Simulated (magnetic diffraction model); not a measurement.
# TbYbBe₁₂As₇: what an assumed order does to the neutron pattern

Space group P-6 (no. 174), a = 9.1990 Å, c = 3.8060 Å.

| site | atom | x | y | z |
| --- | --- | --- | --- | --- |
| 1b | Yb | 0 | 0 | 1/2 |
| 1e | Tb | 2/3 | 1/3 | 0 |
| 3j | As | 0.2190 | 0.2630 | 0 |
| 3k | As | 0.6348 | 0.5656 | 1/2 |
| 1c | As | 1/3 | 2/3 | 0 |
| 3j | Be | 0.4542 | 0.5112 | 0 |
| 3k | Be | 0.2226 | 0.4579 | 1/2 |
| 3j | Be | 0.9556 | 0.2385 | 0 |
| 3k | Be | 0.3881 | 0.2919 | 1/2 |

The compound is invented for this exercise: a known structure type with other elements, its cell scaled to their sizes and not relaxed.

Only Yb and Tb are taken to order (form factors of Yb3+ and Tb3+); orders and moment sizes are assumed, and not adapted to the symmetry. Radiation: neutrons of λ = 2.52 Å, 3° to 70°; isotropic B of 0.65 Å² (Yb), 0.6 Å² (Tb), 0.56 Å² (As) and 1.26 Å² (Be). The intensities are simulated: I ∝ L Σ (|F_N|² + |F_M⊥|²) for unpolarised neutrons, with F_M = 2.695 fm/μB × Σ f(s) S exp(2πi Q·r) exp(−B s²) at Q = H ± k (one set where k and −k are equivalent), only the part normal to Q counting and L = 1/(sin²θ cos θ). For collinear order S is the moment m, which repeats by lattice and centring translations R with the sign exp(−2πi k·R). Form factors are spin-only for 3d ions and dipole or tabulated for f ions, scattering lengths are Sears's of 1992, and absorption is left out. A label names one of the reflections at its angle. The strongest nuclear line in the range is 100, and lines under 0.2 are left out.

Assume the order k = (1/2 0 1/2), collinear moments along [120], 3.6 μB on Yb and 6.7 μB on Tb; signs + at (0, 0, 1/2), + at (2/3, 1/3, 0).

Predict the pattern, nuclear and magnetic parts apart.

```csv
2θ (°),index,nuclear,magnetic
18.20,(1 0 0),2.2,0.0
21.14,(1/2 0 1/2),0.0,13.0
24.81,(1/2 -1 1/2),0.0,6.8
30.95,(1/2 1 1/2),0.0,8.8
31.80,(1 1 0),1.1,0.0
33.63,(3/2 0 1/2),0.0,4.3
36.88,(2 0 0),1.8,0.0
38.50,(3/2 -2 1/2),0.0,3.6
43.05,(1 0 1),0.4,0.0
44.96,(3/2 1 1/2),0.0,4.1
46.96,(1/2 2 1/2),0.0,2.8
49.47,(2 1 0),1.5,0.0
50.76,(5/2 0 1/2),0.0,1.7
50.90,(1 1 1),0.7,0.0
52.59,(3/2 -3 1/2),0.0,0.7
54.50,(2 0 1),3.1,0.0
56.12,(5/2 -3 1/2),0.0,1.4
56.65,(3 0 0),7.1,0.0
60.38,(1/2 0 3/2),0.0,1.4
61.16,(3/2 2 1/2),0.0,1.8
62.01,(1/2 -1 3/2),0.0,1.3
62.78,(5/2 1 1/2),0.0,2.0
64.50,(2 1 1),100.0,0.0
65.21,(1/2 1 3/2),0.0,2.3
65.96,(1/2 3 1/2),0.0,1.2
66.44,(2 2 0),3.9,0.0
66.78,(3/2 0 3/2),0.0,1.1
69.54,(3 1 0),8.7,0.0
69.87,(3/2 -2 3/2),0.0,1.7
```

The strongest magnetic line in the range is (1/2 0 1/2) at 21.14° (13.0). On top of the Lorentz factor, which all lines share, magnetic lines fade with angle because f falls: for Yb3+ it is 0.97, 0.88, 0.76 and 0.51 at sin θ/λ = 0.1, 0.2, 0.3 and 0.5 Å⁻¹, while nuclear lengths stay constant. The order has no net moment.

[Logs are printed without paths, hosts, clocks, repeated set-up lines and the standing remarks that a program may print on its own settings, such as how far it seeks lower states.]
